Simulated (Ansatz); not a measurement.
# Be (P6_3/mmc): phonon-mediated transition temperature

Aim: the phonon-mediated transition temperature of Be (P6_3/mmc) at ambient pressure, over a range of μ*. The cell shown first is a relaxed one, from steps not shown here.

Main program and level: Ansatz 0.2.0; DFT PBE, scalar-relativistic, plane waves, PAW.

## (1) The cell after earlier relaxation steps

It takes space group P6_3/mmc (No. 194, hexagonal). The conventional cell has a = 2.259 Å, b = 2.259 Å, c = 3.576 Å, α = 90.00°, β = 90.00°, γ = 120.00°. Be has 12 Be at 2.21 to 2.26 Å nearest.

## (2) Resistivity: q 3×3×2, k 12×12×6, scattering 18×18×12

The run that gives the couplings also evaluates McMillan's and Allen and Dynes's formulas and, where asked, the Eliashberg equations, over a range of μ*.

input.yaml reads:

```yaml
crystal:
  lattice:
    - [2.2588336334, 0.0, 0.0]
    - [-1.1294168167, 1.9562073094, 0.0]
    - [0.0, 0.0, 3.575961823]
  atoms:
    - { symbol: Be, position: [0.3333333333, 0.6666666667, 0.25] }
    - { symbol: Be, position: [0.6666666667, 0.3333333333, 0.75] }
kpoints:
  mp_grid: { grid: [12, 12, 6] }
hamiltonian:
  xc: pbe
scf:
  occupations: { method: methfessel_paxton, width: 0.2 }
output:
  eigenvalues: true
phonons:
  method: dfpt
  qmesh: [3, 3, 2]
  temperatures: { t_max: 1000, t_step: 50 }
  qpath:
    path:
      - [[0.0, 0.0, 0.0], [0.5, 0.0, 0.0], [0.33333333, 0.33333333, 0.0], [0.0, 0.0, 0.0], [0.0, 0.0, 0.5], [0.5, 0.0, 0.5], [0.33333333, 0.33333333, 0.5], [0.0, 0.0, 0.5]]
      - [[0.5, 0.0, 0.5], [0.5, 0.0, 0.0]]
      - [[0.33333333, 0.33333333, 0.5], [0.33333333, 0.33333333, 0.0]]
    npoints: 10
  electrical_resistivity:
    mesh: [18, 18, 12]
    temperatures: [20.0, 50.0, 80.0, 100.0, 150.0, 200.0, 273.0, 300.0, 400.0, 500.0, 600.0, 800.0]
  superconductivity: { mesh: [18, 18, 12] }
```

Started as:

```console
ansatz run input.yaml --threads 4 --pin off --max-ram 10240MiB --backend cpu --events-out ev --progress --plain --runs-dir out
```

Numbers of over 12 decimals in the logs are rounded to 6 here.

The log of the run:

```text
Engine: ansatz 0.2.0, x86_64-unknown-linux-gnu
Pseudopotentials: kind: paw
Pseudopotential: Be, paw, valence charge 2, recommended cutoff 420 eV (normal), Be.paw.azcp
Functional definition: PBE
  parameter kappa = 0.804
  parameter beta = 0.066725
  exchange = pbe_x(kappa = kappa, mu = beta*pi^2/3)
  correlation = pbe_c(beta = beta)
Crystal: 2 atoms, lattice volume = 15.801 Å³
Basis set: ecut = 420 eV, 311 PW (Γ), exchange–correlation on 32×32×48 points (8 copies of the dense FFT grid, shifted against one another)
Bands: 6, of which v1, the nominal top of the filled ones, is band 2 counted from 1 (1 counted from 0)
Symmetry: 24 space group operations
k-points: 76 of 864
Non-local potential: Be, projectors of the file, l = 0: 2, l = 1: 2, l = 2: 1
PAW form: soft (Blöchl's): semilocal exchange-correlation on the pseudo side does not see the compensation charge
PAW one-centre angular grid: Be, 110 points (default); XC on 64 Gauss nodes
Initial density: superposition of atomic densities (neutral atoms: chi_scale 0, normalization atom), corrected by the library's trained network
Initial wavefunctions: pseudopotential atomic-orbital guess
Functional: x = pbe(κ = 0.804, μ = 0.219515), c = pbe(β = 0.066725)
SCF iter   1: F=—  HF=-185.530998 eV  |F-HF|=—  |Δ(HF+E_count)|=         —  Δρ=1.48e-3  dr2=2.49e-4  ethr=1.77e-3  ⟨swp⟩=5.2  Hψ=3828  notcnv=0
preconditioner: auto → none  [metal: Δε(μ)=0.060 eV  Ē_g=12.918 eV  σ=0.200 eV  W_gap=0.25  n_scr=2 (ndim 8)  ℏωp=18.7 eV  f_vac=0.000  D(μ)=0.19/eV (n_scr^D=0)  sad-step TF]
SCF iter   2: F=—  HF=-185.531017 eV  |F-HF|=—  |Δ(HF+E_count)|=   1.88e-5  S|Δr|=    0.00e0  Δρ=9.25e-4  dr2=9.92e-5  ethr=6.23e-6  ⟨swp⟩=1.3  Hψ=1090  notcnv=0
SCF iter   3: F=—  HF=-185.530987 eV  |F-HF|=—  |Δ(HF+E_count)|=   3.02e-5  S|Δr|=    0.00e0  Δρ=2.53e-5  dr2=4.22e-8  ethr=2.48e-6  ⟨swp⟩=1.0  Hψ=456  notcnv=0
SCF iter   4: F=—  HF=-185.530987 eV  |F-HF|=—  |Δ(HF+E_count)|=   1.45e-7  S|Δr|=    0.00e0  Δρ=5.26e-6  dr2=3.38e-9  ethr=1.05e-9  ⟨swp⟩=2.1  Hψ=602  notcnv=0
SCF iter   5: F=—  HF=-185.530987 eV  |F-HF|=—  |Δ(HF+E_count)|=  6.50e-10  S|Δr|=    0.00e0  Δρ=5.09e-7  dr2=1.83e-11  ethr=8.45e-11  ⟨swp⟩=1.0  Hψ=456  notcnv=0
SCF iter   6: F=-185.530987 eV  HF=-185.530987 eV  |F-HF|=1.42e-13  |Δ(HF+E_count)|=  6.28e-12  S|Δr|=    0.00e0  Δρ=3.54e-8  dr2=1.27e-13  ethr=1.00e-12  ⟨swp⟩=4.1  Hψ=1167  notcnv=0
SCF 1 converged in 6 iterations: F = -185.530987 eV  dr2 = 1.27e-13
  greatest PAW one-centre occupation: 0.360 electrons in one spin orbital (limit 2), on the Be atom at site 1 (counted from 0), in its partial waves of l = 0
NSCF: frozen V_eff on 76 k-points
NSCF: frozen V_eff on 172 k-points
DFPT response loops at q = (0, 0, 0) (fractional): preconditioner auto → Kerker (q_TF=auto, 2.170 Å⁻¹) (partly filled bands, converged f_vac=0.000); β = 1.00, the filter's whole step (`scf.mixing.beta` (0.50) is not read by the response loops under this deck's `scf.mixing.preconditioner`; to damp them name `kerker` or `kerker_dos`, under which they read `scf.mixing.beta`, and type it under 1.00, their step now; both keys bind the ground state too); Broyden in place of MSR1
NSCF: frozen V_eff on 344 k-points
DFPT response loops at q = (0, 0, -0.5) (fractional): mixed as the last ones told, above
NSCF: frozen V_eff on 624 k-points
DFPT response loops at q = (0, 0.333333, 0) (fractional): mixed as the last ones told, above
NSCF: frozen V_eff on 624 k-points
DFPT response loops at q = (0, 0.333333, -0.5) (fractional): mixed as the last ones told, above
NSCF: frozen V_eff on 624 k-points
DFPT response loops at q = (0.333333, 0.333333, 0) (fractional): mixed as the last ones told, above
NSCF: frozen V_eff on 624 k-points
DFPT response loops at q = (0.333333, 0.333333, -0.5) (fractional): mixed as the last ones told, above
SCF iter   1: F=—  HF=-185.530998 eV  |F-HF|=—  |Δ(HF+E_count)|=         —  Δρ=1.48e-3  dr2=2.49e-4  ethr=1.77e-3  ⟨swp⟩=5.2  Hψ=3828  notcnv=0
SCF iter   2: F=—  HF=-185.531017 eV  |F-HF|=—  |Δ(HF+E_count)|=   1.88e-5  S|Δr|=    0.00e0  Δρ=9.25e-4  dr2=9.92e-5  ethr=6.23e-6  ⟨swp⟩=1.3  Hψ=1090  notcnv=0
SCF iter   3: F=—  HF=-185.530987 eV  |F-HF|=—  |Δ(HF+E_count)|=   3.02e-5  S|Δr|=    0.00e0  Δρ=2.53e-5  dr2=4.22e-8  ethr=2.48e-6  ⟨swp⟩=1.0  Hψ=456  notcnv=0
SCF iter   4: F=—  HF=-185.530987 eV  |F-HF|=—  |Δ(HF+E_count)|=   1.45e-7  S|Δr|=    0.00e0  Δρ=5.26e-6  dr2=3.38e-9  ethr=1.05e-9  ⟨swp⟩=2.1  Hψ=602  notcnv=0
SCF iter   5: F=—  HF=-185.530987 eV  |F-HF|=—  |Δ(HF+E_count)|=  6.50e-10  S|Δr|=    0.00e0  Δρ=5.09e-7  dr2=1.83e-11  ethr=8.45e-11  ⟨swp⟩=1.0  Hψ=456  notcnv=0
SCF iter   6: F=-185.530987 eV  HF=-185.530987 eV  |F-HF|=8.53e-14  |Δ(HF+E_count)|=  6.85e-12  S|Δr|=    0.00e0  Δρ=3.57e-8  dr2=1.29e-13  ethr=1.00e-12  ⟨swp⟩=2.0  Hψ=839  notcnv=0
SCF 2 converged in 6 iterations: F = -185.530987 eV  dr2 = 1.29e-13
NSCF: frozen V_eff on 259 k-points
SCF converged after 6 iterations
Stability not checked: this state was not tested for a lower state beside it, because cold or Methfessel-Paxton smearing, or corrected tetrahedra, fill the levels in a way that the test cannot read (fill_not_monotonic; see scf.lower_state_search)
Free energy (F): -185.530987 eV
Harris-Foulkes:  -185.530987 eV  (|F-HF|=1.42e-13)
Internal energy: -185.529863 eV  (E = F + TS)
E sigma→0 (E₀):  -185.530706 eV
Entropy (-TS):   -0.001124 eV (-0.562 meV/atom)
Fermi energy:    8.526380 eV
--- Per-component energies (eV) ---
  E_band       = 12.296507
  E_kinetic    = 42.098921
  E_local      = 5.689142  (includes V_loc(G=0)·N_el)
  E_nonlocal   = 8.872726
  E_hartree    = 0.079642
  E_xc         = -39.609395
  E_vxc        = -41.670973  (∫ρ·V_xc dr)
  E_paw        = -119.148513  (= ΣΔE_a)
  E_vpaw       = -2.852591  (= ΣTr[D̂ρ^β])
  E_aug_tail   = -0.000001  (compensation charges beyond the density's cutoff)
  E_ewald      = -83.512384
  E_smearing   = -0.001124  (= −TS)
  E_closure    = -0.000000  (closes the sum)
  Σ components = -185.530987   (vs F -185.530987, Δ=0.00e0)
--- Band table (eV; the first three rows and the last of 76) ---
  k-point 0: bands = ["-3.2200", "3.6384", "9.1547", "24.2399", "24.2399", "27.0651"]
  k-point 1: bands = ["-2.9808", "2.4582", "10.8911", "24.4543", "24.4543", "26.9769"]
  k-point 2: bands = ["-2.2634", "0.5586", "14.4322", "23.2011", "25.0516", "25.0516"]
  k-point 75: bands = ["7.0278", "7.0278", "8.5027", "8.5027", "14.4582", "14.4582"]
--- Phonons (Γ-DFPT): 2 representative perturbations + reference (Σ response iterations 8) ---
  ASR residual: 2.493e-4 → 0.000e0 eV/Å²; symmetrization residual: 7.105e-15 eV/Å²
  ASR residual per site (eV/Å²): 2.49e-4 2.49e-4
[...]
600.00      1.4709e1              no      1.0721e1      1.0721e1      2.2685e1        1.5215e1          1.4762e1
    800.00      2.0742e1              no      1.5066e1      1.5066e1      3.2094e1        2.1300e1          2.0803e1
  mean free path at 20 K (of a tensor a third of its trace): 7955164 nm by what each carries, 4435405 by the Fermi surface alone
  mean free path at 50 K (of a tensor a third of its trace): 43877 nm by what each carries, 37268 by the Fermi surface alone
  Hall coefficient in a weak field at 50 K (a third of the trace): 7.427e-10 m³/C (as a tensor it moves by 46.8 % between the two finest meshes); by each state's relaxation time: 1.435e-9 m³/C; by a constant relaxation time: 5.806e-10 m³/C
  mean free path at 80 K (of a tensor a third of its trace): 6370 nm by what each carries, 5368 by the Fermi surface alone
  Hall coefficient in a weak field at 80 K (a third of the trace): 9.643e-10 m³/C (as a tensor it moves by 18.6 % between the two finest meshes); by each state's relaxation time: 1.097e-9 m³/C; by a constant relaxation time: 5.839e-10 m³/C
  mean free path at 100 K (of a tensor a third of its trace): 2463 nm by what each carries, 2024 by the Fermi surface alone
  Hall coefficient in a weak field at 100 K (a third of the trace): 9.855e-10 m³/C (as a tensor it moves by 13.6 % between the two finest meshes); by each state's relaxation time: 1.003e-9 m³/C; by a constant relaxation time: 5.869e-10 m³/C
  mean free path at 150 K (of a tensor a third of its trace): 460 nm by what each carries, 370 by the Fermi surface alone
  Hall coefficient in a weak field at 150 K (a third of the trace): 9.641e-10 m³/C (as a tensor it moves by 9.0 % between the two finest meshes); by each state's relaxation time: 9.265e-10 m³/C; by a constant relaxation time: 5.944e-10 m³/C
  mean free path at 200 K (of a tensor a third of its trace): 166 nm by what each carries, 136 by the Fermi surface alone
  Hall coefficient in a weak field at 200 K (a third of the trace): 9.147e-10 m³/C (as a tensor it moves by 7.7 % between the two finest meshes); by each state's relaxation time: 8.714e-10 m³/C; by a constant relaxation time: 5.993e-10 m³/C
  mean free path at 273 K (of a tensor a third of its trace): 68.8 nm by what each carries, 59.0 by the Fermi surface alone
  Hall coefficient in a weak field at 273 K (a third of the trace): 8.592e-10 m³/C (as a tensor it moves by 6.7 % between the two finest meshes); by each state's relaxation time: 8.132e-10 m³/C; by a constant relaxation time: 6.009e-10 m³/C
  mean free path at 300 K (of a tensor a third of its trace): 55.1 nm by what each carries, 47.9 by the Fermi surface alone
  Hall coefficient in a weak field at 300 K (a third of the trace): 8.442e-10 m³/C (as a tensor it moves by 6.3 % between the two finest meshes); by each state's relaxation time: 7.973e-10 m³/C; by a constant relaxation time: 6.001e-10 m³/C
  mean free path at 400 K (of a tensor a third of its trace): 31.1 nm by what each carries, 28.0 by the Fermi surface alone
  Hall coefficient in a weak field at 400 K (a third of the trace): 8.026e-10 m³/C (as a tensor it moves by 4.9 % between the two finest meshes); by each state's relaxation time: 7.543e-10 m³/C; by a constant relaxation time: 5.924e-10 m³/C
  mean free path at 500 K (of a tensor a third of its trace): 21.7 nm by what each carries, 20.0 by the Fermi surface alone
  Hall coefficient in a weak field at 500 K (a third of the trace): 7.713e-10 m³/C (as a tensor it moves by 3.8 % between the two finest meshes); by each state's relaxation time: 7.232e-10 m³/C; by a constant relaxation time: 5.800e-10 m³/C
  mean free path at 600 K (of a tensor a third of its trace): 16.9 nm by what each carries, 15.7 by the Fermi surface alone
  Hall coefficient in a weak field at 600 K (a third of the trace): 7.435e-10 m³/C (as a tensor it moves by 3.2 % between the two finest meshes); by each state's relaxation time: 6.963e-10 m³/C; by a constant relaxation time: 5.651e-10 m³/C
  mean free path at 800 K (of a tensor a third of its trace): 11.8 nm by what each carries, 11.1 by the Fermi surface alone
  Hall coefficient in a weak field at 800 K (a third of the trace): 6.914e-10 m³/C (as a tensor it moves by 3.8 % between the two finest meshes); by each state's relaxation time: 6.465e-10 m³/C; by a constant relaxation time: 5.321e-10 m³/C
  the resistivity times a path that all electrons share, by the Fermi surface of the deck's mesh alone (a third of the trace): 2.308e-15 Ω·m²
  not converged in the mesh (λ; λ_tr; the resistivity at 20 K by 97.26 %; the resistivity at 50 K by 48.63 %; the resistivity at 80 K by 6.09 %; the resistivity at 100 K by 24.30 %; the resistivity at 150 K by 36.95 %; the resistivity at 200 K by 38.53 %; the resistivity at 273 K by 38.19 %; the resistivity at 300 K by 37.94 %; the resistivity at 400 K by 37.18 %; the resistivity at 500 K by 36.88 %; the resistivity  [...]
  vibrations of 18 cells: unjudged by the run; compare a larger repeat
  the changes of the potential over all sites missed a rigid shift's by 0.00 % (the site terms' by 0.00 %)
  between the force constants' wavevectors the phonons are obtained by Fourier interpolation alone: along a vector of fewer than three repeats the shortest translation of the supercell is 7.152 Å, and under 7.500 Å the phonon self-energy is left out by default: enlarge phonons.supercell (under dfpt, phonons.qmesh)
--- Superconductivity: potentials and phonons of a 3×3×2 supercell ---
           mesh         λ    ħω_log (meV)  μ* declared at (meV)
       18×18×12    0.1835          59.618               63.206
          9×9×6    0.1359          59.301               62.807
  λ by the species' shares of the modes' patterns: Be 0.1835
  with the Fermi level up to 83.1 meV (the hardest mode) off, states and modes as they are: density of states 0.0626 to 0.0652 /eV of one spin and cell, λ 0.1755 to 0.1858
  transition temperature on the deck's mesh (K), isotropic and anisotropic, restricted to the Fermi surface (FSR) and over the full bandwidth (FBW), and the last with the density of states resolved in a narrower window:
        μ*   McMillan   Allen–Dynes      iso. FSR      iso. FBW    aniso. FSR    aniso. FBW  narrow window
      0.08      0.001         0.001    none_found    none_found    none_found    none_found     none_found
      0.10      0.000         0.000    none_found    none_found    none_found    none_found     none_found
      0.12      0.000         0.000    none_found    none_found    none_found    none_found     none_found
      0.13      0.000         0.000    none_found    none_found    none_found    none_found     none_found
      0.14      0.000         0.000    none_found    none_found    none_found    none_found     none_found
      0.16      0.000         0.000    none_found    none_found    none_found    none_found     none_found
      0.20          -             -    none_found    none_found    none_found    none_found     none_found
  none_found: no transition down to 0.1 K
  isotope coefficients −∂ln Tc/∂ln M under μ* = 0.13, the force constants as they are, of the isotropic transitions restricted to the Fermi surface and over the full bandwidth: Be - and -
  not converged in the mesh (λ): between neighbouring meshes, the two finest first, λ moves by 25.96 % and the anisotropic transition temperature over the full bandwidth at μ* = 0.13 by nothing (neither mesh has one); converged means that the two finest part by at most 2.00 % and 5.00 %
  vibrations of 18 cells: unjudged by the run; compare a larger repeat
  the changes of the potential over all sites missed a rigid shift's by 0.00 % (the site terms' by 0.00 %)
  between the force constants' wavevectors the phonons are obtained by Fourier interpolation alone: along a vector of fewer than three repeats the shortest translation of the supercell is 7.152 Å, and under 7.500 Å the phonon self-energy is left out by default: enlarge phonons.supercell (under dfpt, phonons.qmesh)
```

It took 17 s on 4 threads of Intel Xeon Platinum 8488C (Sapphire Rapids), shared host; peak memory 0.54 GiB.

Numbers from this step:

```
volume per atom                                                                : 7.901 Å³
metallic on mesh                                                               : yes
gap on the k-mesh                                                              : 0 eV
zero point energy                                                              : 0.1846 eV/cell
share of imaginary modes in the plain interpolation between solved wavevectors : 0
highest frequency, solved or plainly interpolated                              : 670.1 cm⁻¹
Debye temperature (second moment)                                              : 943 K
resistivity at 300 K                                                           : 4.793 μΩ cm, mean of the axes
coupling constant λ                                                            : 0.1835
density of states at the Fermi level                                           : 0.06465 states/eV a spin and cell
log mean phonon energy ħω_log                                                  : 59.62 meV
transport coupling constant λ_tr                                               : 0.1903, 0.1903, 0.1649 (xx, yy, zz)
Drude plasma energy                                                            : 5.985, 5.985, 3.874 eV (xx, yy, zz)
resistivity times mean free path                                               : 16.73, 16.73, 35.79 × 10⁻¹⁶ Ω m² (xx, yy, zz)
second-moment phonon energy ħω₂                                                : 63.21 meV
coupling λ by branch                                                           : 0.0271, 0.0247, 0.0413, 0.0354, 0.0212, 0.0338 (branches by rank of frequency)
```

An empty cell: under 1 mK by a formula, or no transition down to the floor of the Eliashberg search. Transition temperatures:

```tsv
μ*	McMillan Tc (K)	Allen–Dynes Tc (K)
0.08	0.00126	0.00126
0.1	-	-
0.12	-	-
0.13	-	-
0.14	-	-
0.16	-	-
0.2	-	-
```

The Eliashberg function α²F has structure finer than the step of the table below, so its rows give means over 2.5 meV, whole bins alone (the curve runs from 0.325 to 82.8 meV). Peaks (meV: height): α²F 52.91: 0.178, 58.75: 0.185, 63.95: 0.273, 72.39: 0.172, 74.98: 0.328, 79.53: 0.279; α²F tr 52.91: 0.215, 58.75: 0.180, 63.95: 0.240, 72.39: 0.159, 74.98: 0.346, 79.53: 0.296.

Table of Eliashberg function α²F by phonon energy; means over each step:

```tsv
phonon energy (meV)	α²F	α²F tr
5.0	1.6e-5	1.7e-6
7.5	1.5e-4	1.0e-4
10.0	6.1e-4	3.9e-4
12.5	0.00119	7.8e-4
15.0	0.00190	0.00127
17.5	0.00254	0.00182
20.0	0.00302	0.00232
22.5	0.00360	0.00290
25.0	0.00420	0.00351
27.5	0.00498	0.00432
30.0	0.00615	0.00548
32.5	0.00748	0.00682
35.0	0.00906	0.00839
37.5	0.0114	0.0105
40.0	0.0145	0.0132
42.5	0.0191	0.0176
45.0	0.0261	0.0252
47.5	0.0505	0.0522
50.0	0.0737	0.0824
52.5	0.150	0.172
55.0	0.127	0.121
57.5	0.152	0.146
60.0	0.162	0.148
62.5	0.165	0.145
65.0	0.198	0.197
67.5	0.179	0.186
70.0	0.138	0.139
72.5	0.121	0.114
75.0	0.213	0.218
77.5	0.177	0.184
80.0	0.205	0.214
```

## (3) Results

```yaml
meshes: q 3×3×2, k 12×12×6, scattering 18×18×12
coupling_constant_lambda: 0.183
log_mean_phonon_energy_omega_log: 59.6 meV
```

In the last run (PBE, q 3×3×2, k 12×12×6, scattering 18×18×12), with λ = 0.18 and ħω_log = 59.6 meV, Tc at μ* = 0.13 is under 1 mK by the formulas. Measured: transition temperature: 0.026 K (bulk, normal pressure; review of measurements; quoted in “Assembling the puzzle of superconducting elements: A Review”, 2005, arxiv:cond-mat/0410302). At μ* = 0.13 the calculation finds no transition over 1 mK. In that run Allen and Dynes's formula gives no transition above 0.05 K at μ* = 0.10 or more. By the run's own test λ is not converged in the fine mesh: it moves by 26 % between the two finest. The run's transport test calls it not converged in the mesh; ρ(300 K) moves by 38 % in the component that moves most. These meshes are coarse. μ* is a typed number, phonons are harmonic, and spin fluctuations are left out; with λ this near or under μ*(1 + 0.62 λ), the formulas give Tc only to its order of magnitude, or none.

[Logs are printed without paths, hosts, clocks, repeated set-up lines and the standing remarks that a program may print on its own settings, such as how far it seeks lower states.]

[Hosts, paths, dates, database ids (printed as entryN), source tags and the programs' standing remarks are cut or masked in the printed files.]
